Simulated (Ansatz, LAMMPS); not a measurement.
# Elastic response of glassy 96B2O3-4CaO (mol %) (117 atoms), part 2 of 5

How stiff is glassy 96B2O3-4CaO (mol %) (117 atoms), and how do its levels respond to strain?

Ansatz 0.2.0; Kohn-Sham DFT, PBE, PAW (set soft_2), plane waves.

The cell: 46 B, 1 Ca and 70 O. The quench rate of 10 K/ps is orders of magnitude faster than experiment. The network of bonds at the start is that of the classical potential that made the cell. Sampling is at Γ alone.

So far. Step 2 (Single point at the start): The r.m.s. force at the start is 0.71 eV/Å.

### Step 3. Cell and atoms relaxed

Cell and atoms are freed together, to release stress as well as forces.

input.yaml reads:

```yaml
crystal:
  lattice:
    - [11.11222, 0.0, 0.0]
    - [0.0, 11.11222, 0.0]
    - [0.0, 0.0, 11.11222]
  atoms:
    [... the 117 atom lines of step 2 ...]
kpoints:
  mp_grid: { grid: [1, 1, 1] }
hamiltonian:
  xc: pbe
scf:
  occupations: { method: fixed }
output:
  forces: true
relax:
  f_tol: 0.05
  max_steps: 150
  cell: {}
```

On the command line:

```sh
> ansatz run input.yaml --threads 4 --pin off --max-ram 8192MiB --backend cpu --events-out ev --progress --plain --runs-dir out
```

Log:

```text
[...]
Crystal: 117 atoms, lattice volume = 1372.153 Å³
Basis set: ecut = 420 eV, 26865 PW (Γ), exchange–correlation on 150×150×150 points (8 copies of the dense FFT grid, shifted against one another)
Bands: 401, of which v1, the nominal top of the filled ones, is band 284 counted from 1 (283 counted from 0)
Symmetry: 1 space group operations
[...]
k-points: 1
[...]
SCF iter   1: F=—  HF=-48797.710170 eV  |F-HF|=—  |Δ(HF+E_count)|=         —  Δρ=4.23e-3  dr2=2.31e-1  ethr=1.77e-3  ⟨swp⟩=6.0  Hψ=1277  notcnv=0  defer=115
[...]
SCF iter   9: F=-48797.702243 eV  HF=-48797.702244 eV  |F-HF|=7.87e-8  |Δ(HF+E_count)|=   9.71e-8  Δρ=2.64e-6  dr2=8.96e-8  ethr=1.76e-11  ⟨swp⟩=5.0  Hψ=1122  notcnv=0
SCF 1 converged in 9 iterations: F = -48797.702243 eV  dr2 = 8.96e-8
[...]
relax step   1: F+E_penalty+E_count = -48797.70224344 eV  Δ(F+E_penalty+E_count) = +0.000e0 eV  max|allowed force component| = 2.703e0 eV/Å  Δτ_max = 0.0000 Å  P = -9.046 GPa  Ω = 1372.153 Å³  (9 SCF iters, dr2 threshold 1.00e-7 eV, accepted)
[... from here on, the SCF cycles and remarks between the steps are left out ...]
relax step   2: F+E_penalty+E_count = -48803.16764094 eV  Δ(F+E_penalty+E_count) = -5.465e0 eV  max|allowed force component| = 1.476e0 eV/Å  Δτ_max = 0.1941 Å  P = -3.377 GPa  Ω = 1345.753 Å³  energy of the carried Pulay correction = +1.082e-1 eV  (8 SCF iters, dr2 threshold 1.17e-5 eV, accepted)
relax step   3: F+E_penalty+E_count = -48805.07439303 eV  Δ(F+E_penalty+E_count) = -1.907e0 eV  max|allowed force component| = 8.590e-1 eV/Å  Δτ_max = 0.1921 Å  P = +0.956 GPa  Ω = 1334.470 Å³  energy of the carried Pulay correction = +1.550e-1 eV  (8 SCF iters, dr2 threshold 1.17e-5 eV, accepted)
relax step   4: F+E_penalty+E_count = -48806.12589269 eV  Δ(F+E_penalty+E_count) = -1.051e0 eV  max|allowed force component| = 4.996e-1 eV/Å  Δτ_max = 0.2000 Å  P = +0.359 GPa  Ω = 1361.541 Å³  energy of the carried Pulay correction = +4.323e-2 eV  (7 SCF iters, dr2 threshold 1.17e-5 eV, accepted)
relax step   5: F+E_penalty+E_count = -48806.77622464 eV  Δ(F+E_penalty+E_count) = -6.503e-1 eV  max|allowed force component| = 4.198e-1 eV/Å  Δτ_max = 0.2000 Å  P = -0.116 GPa  Ω = 1373.242 Å³  energy of the carried Pulay correction = -4.416e-3 eV  (7 SCF iters, dr2 threshold 1.17e-5 eV, accepted)
relax step   6: F+E_penalty+E_count = -48807.22386107 eV  Δ(F+E_penalty+E_count) = -4.476e-1 eV  max|allowed force component| = 3.081e-1 eV/Å  Δτ_max = 0.2000 Å  P = -0.282 GPa  Ω = 1375.672 Å³  energy of the carried Pulay correction = -1.426e-2 eV  (7 SCF iters, dr2 threshold 1.10e-5 eV, accepted)
relax step   7: F+E_penalty+E_count = -48807.48931837 eV  Δ(F+E_penalty+E_count) = -2.655e-1 eV  max|allowed force component| = 4.437e-1 eV/Å  Δτ_max = 0.1935 Å  P = -0.800 GPa  Ω = 1376.110 Å³  energy of the carried Pulay correction = -1.604e-2 eV  (7 SCF iters, dr2 threshold 5.93e-6 eV, accepted)
relax step   8: F+E_penalty+E_count = -48807.77387550 eV  Δ(F+E_penalty+E_count) = -2.846e-1 eV  max|allowed force component| = 3.736e-1 eV/Å  Δτ_max = 0.2000 Å  P = -0.118 GPa  Ω = 1379.053 Å³  energy of the carried Pulay correction = -2.793e-2 eV  (7 SCF iters, dr2 threshold 1.17e-5 eV, accepted)
relax step   9: F+E_penalty+E_count = -48807.93213844 eV  Δ(F+E_penalty+E_count) = -1.583e-1 eV  max|allowed force component| = 3.334e-1 eV/Å  Δτ_max = 0.2000 Å  P = +0.023 GPa  Ω = 1382.648 Å³  energy of the carried Pulay correction = -4.243e-2 eV  (8 SCF iters, dr2 threshold 8.73e-6 eV, accepted)
relax step  10: F+E_penalty+E_count = -48807.91556486 eV  Δ(F+E_penalty+E_count) = +1.657e-2 eV  max|allowed force component| = 5.377e-1 eV/Å  Δτ_max = 0.1046 Å  P = -0.644 GPa  Ω = 1384.774 Å³  energy of the carried Pulay correction = -5.098e-2 eV  (7 SCF iters, dr2 threshold 6.95e-6 eV, rejected (line search))
relax step  11: F+E_penalty+E_count = -48808.01109827 eV  Δ(F+E_penalty+E_count) = -7.896e-2 eV  max|allowed force component| = 3.154e-1 eV/Å  Δτ_max = 0.0510 Å  P = +0.417 GPa  Ω = 1380.350 Å³  energy of the carried Pulay correction = -3.317e-2 eV  (11 SCF iters, accepted)
relax step  12: F+E_penalty+E_count = -48808.08319752 eV  Δ(F+E_penalty+E_count) = -7.210e-2 eV  max|allowed force component| = 2.501e-1 eV/Å  Δτ_max = 0.1000 Å  P = +0.134 GPa  Ω = 1381.125 Å³  energy of the carried Pulay correction = -3.629e-2 eV  (7 SCF iters, dr2 threshold 6.22e-6 eV, accepted)
relax step  13: F+E_penalty+E_count = -48808.15502808 eV  Δ(F+E_penalty+E_count) = -7.183e-2 eV  max|allowed force component| = 1.588e-1 eV/Å  Δτ_max = 0.1464 Å  P = -0.277 GPa  Ω = 1381.084 Å³  energy of the carried Pulay correction = -3.612e-2 eV  (7 SCF iters, dr2 threshold 3.91e-6 eV, accepted)
relax step  14: F+E_penalty+E_count = -48808.25798170 eV  Δ(F+E_penalty+E_count) = -1.030e-1 eV  max|allowed force component| = 3.039e-1 eV/Å  Δτ_max = 0.2000 Å  P = -0.062 GPa  Ω = 1375.310 Å³  energy of the carried Pulay correction = -1.280e-2 eV  (8 SCF iters, dr2 threshold 1.58e-6 eV, accepted)
[...]
relax step  26: F+E_penalty+E_count = -48808.16537382 eV  Δ(F+E_penalty+E_count) = +2.640e-1 eV  max|allowed force component| = 3.386e-1 eV/Å  Δτ_max = 0.2000 Å  P = -0.357 GPa  Ω = 1396.251 Å³  energy of the carried Pulay correction = -1.078e-1 eV  (9 SCF iters, dr2 threshold 2.70e-7 eV, rejected (line search))
relax step  27: F+E_penalty+E_count = -48808.42857327 eV  Δ(F+E_penalty+E_count) = +8.316e-4 eV  max|allowed force component| = 8.003e-2 eV/Å  Δτ_max = 0.0524 Å  P = -0.006 GPa  Ω = 1375.560 Å³  energy of the carried Pulay correction = -2.056e-2 eV  (12 SCF iters, accepted)
relax step  28: F+E_penalty+E_count = -48808.39389258 eV  Δ(F+E_penalty+E_count) = +3.468e-2 eV  max|allowed force component| = 3.943e-1 eV/Å  Δτ_max = 0.1000 Å  P = +0.008 GPa  Ω = 1377.704 Å³  energy of the carried Pulay correction = -3.065e-2 eV  (8 SCF iters, dr2 threshold 4.00e-7 eV, rejected (line search))
relax step  29: F+E_penalty+E_count = -48808.42683951 eV  Δ(F+E_penalty+E_count) = +1.734e-3 eV  max|allowed force component| = 7.085e-2 eV/Å  Δτ_max = 0.0299 Å  P = -0.005 GPa  Ω = 1377.280 Å³  energy of the carried Pulay correction = -2.826e-2 eV  (10 SCF iters, accepted)
relax step  30: F+E_penalty+E_count = -48808.42667188 eV  Δ(F+E_penalty+E_count) = +1.676e-4 eV  max|allowed force component| = 5.108e-2 eV/Å  Δτ_max = 0.0500 Å  P = -0.005 GPa  Ω = 1376.951 Å³  energy of the carried Pulay correction = -2.709e-2 eV  (8 SCF iters, dr2 threshold 3.14e-7 eV, rejected (line search))
relax step  31: F+E_penalty+E_count = -48808.42944860 eV  Δ(F+E_penalty+E_count) = -2.609e-3 eV  max|allowed force component| = 6.409e-2 eV/Å  Δτ_max = 0.0241 Å  P = +0.006 GPa  Ω = 1376.997 Å³  energy of the carried Pulay correction = -2.732e-2 eV  (10 SCF iters, accepted)
relax step  32: F+E_penalty+E_count = -48808.42897182 eV  Δ(F+E_penalty+E_count) = +4.768e-4 eV  max|allowed force component| = 4.024e-2 eV/Å  Δτ_max = 0.0250 Å  P = -0.005 GPa  Ω = 1377.153 Å³  energy of the carried Pulay correction = -2.792e-2 eV  (7 SCF iters, dr2 threshold 2.57e-7 eV, accepted)
relax step  33: F+E_penalty+E_count = -48808.46097569 eV  Δ(F+E_penalty+E_count) = -3.200e-2 eV  max|allowed force component| = 4.124e-2 eV/Å  Δτ_max = 0.0000 Å  P = +0.036 GPa  Ω = 1377.153 Å³  stress off target by 1.44e-1 GPa  SCF on the basis re-selected at this cell (its energy is not comparable with the rows above)  (6 SCF iters)
relax step  34: F+E_penalty+E_count = -48808.45638774 eV  Δ(F+E_penalty+E_count) = +4.588e-3 eV  max|allowed force component| = 3.737e-2 eV/Å  Δτ_max = 0.0156 Å  P = -0.002 GPa  Ω = 1378.912 Å³  energy of the carried Pulay correction = -7.833e-3 eV  (8 SCF iters, dr2 threshold 5.18e-8 eV, accepted)
relax step  35: F+E_penalty+E_count = -48808.45148661 eV  Δ(F+E_penalty+E_count) = +4.901e-3 eV  max|allowed force component| = 5.706e-2 eV/Å  Δτ_max = 0.0079 Å  P = -0.014 GPa  Ω = 1380.140 Å³  energy of the carried Pulay correction = -1.323e-2 eV  (9 SCF iters, accepted)
relax step  36: F+E_penalty+E_count = -48808.44888452 eV  Δ(F+E_penalty+E_count) = +2.602e-3 eV  max|allowed force component| = 6.524e-2 eV/Å  Δτ_max = 0.0168 Å  P = +0.001 GPa  Ω = 1380.719 Å³  energy of the carried Pulay correction = -1.583e-2 eV  (7 SCF iters, dr2 threshold 2.04e-7 eV, rejected (line search))
relax step  37: F+E_penalty+E_count = -48808.45132148 eV  Δ(F+E_penalty+E_count) = +1.651e-4 eV  max|allowed force component| = 1.020e-2 eV/Å  Δτ_max = 0.0082 Å  P = -0.004 GPa  Ω = 1380.322 Å³  energy of the carried Pulay correction = -1.405e-2 eV  (9 SCF iters, accepted)
relax step  38: F+E_penalty+E_count = -48808.46570757 eV  Δ(F+E_penalty+E_count) = -1.439e-2 eV  max|allowed force component| = 1.039e-2 eV/Å  Δτ_max = 0.0000 Å  P = +0.004 GPa  Ω = 1380.322 Å³  stress off target by 2.94e-2 GPa  SCF on the basis re-selected at this cell (its energy is not comparable with the rows above)  (5 SCF iters)
[...]
SCF converged after 5 iterations
Free energy (F): -48808.465708 eV
[...]
Internal energy: -48808.465708 eV  (E = F + TS)
E sigma→0 (E₀):  -48808.465708 eV
Fermi energy:    1.698735 eV
[...]
--- Forces (eV/Å), atoms counted from 1 ---
  atom   1  B      0.00228641    -0.00099240     0.00022265
  atom   2  B      0.00314508     0.00159770    -0.00185240
  atom   3  B     -0.00042548     0.00122592    -0.00068090
  atom   4  B      0.00011592     0.00348089     0.00125842
  atom   5  B     -0.00621778     0.00792266    -0.00337318
  atom   6  B      0.00047177    -0.00070585    -0.00079977
  atom   7  B      0.00221694     0.00321060    -0.00075010
  atom   8  B      0.00969824    -0.00007898    -0.00239017
  atom   9  B     -0.00018221    -0.00147064     0.00067896
  atom  10  B      0.00381158    -0.00182680     0.00008679
  atom  11  B     -0.00082785    -0.00006627     0.00269276
  atom  12  B     -0.00104457    -0.00123438    -0.00343954
  atom  13  B     -0.00125052     0.00073608     0.00006353
  atom  14  B      0.00022812    -0.00202407    -0.00211736
[...]
atom 116  O      0.00267842     0.00012464    -0.00030770
  atom 117  O      0.00060797     0.00281844    -0.00022659
  max |Σ_I F_I| component: 5.19e-6 eV/Å
--- Stress (GPa, compression-positive) ---
       -0.000511      -0.014466      -0.012678
       -0.014470      -0.002079       0.009444
       -0.012683       0.009455       0.014010
  P = ⅓ Tr σ = 0.0038 GPa (0.038 kbar)
--- Relaxed structure (35 steps of the walk, 29 accepted, 3 SCFs on fresh bases) ---
  F+E_penalty+E_count = -48808.46570757 eV   max|allowed force component| = 1.039e-2 eV/Å   (the final SCF, on the basis selected at the relaxed cell)
  cell:  # Å, volume = 1380.3221 Å³
    - [10.914778, -0.300546, -0.111279]
    - [-0.300546, 11.102896, 0.185701]
    - [-0.111279, 0.185701, 11.402783]
  atoms:
    - { symbol: B, position: [0.853435, 0.903618, 0.778306] }
    - { symbol: B, position: [0.680697, 0.302197, 0.401610] }
    - { symbol: B, position: [0.100143, 0.659415, -0.00188685] }
    - { symbol: B, position: [0.428881, 0.790294, 0.313460] }
[...]
- { symbol: O, position: [0.264251, 0.663297, 0.525357] }
```

Elapsed: 3.6 min, on 4 threads of Intel Xeon 6975P-C (Granite Rapids), shared host; peak memory 1.7 GiB; 13 min of CPU time.

The relaxation converged after 35 steps, with a largest force component of 0.010 eV/Å.

[end of part 2 of 5]

[Long decimals in the printed logs are rounded to 6 places.]

[Logs are printed without paths, hosts, clocks, repeated set-up lines and the standing remarks that a program may print on its own settings, such as how far it seeks lower states.]

[Hosts, paths, dates, database ids (printed as entryN), source tags and the programs' standing remarks are cut or masked in the printed files.]
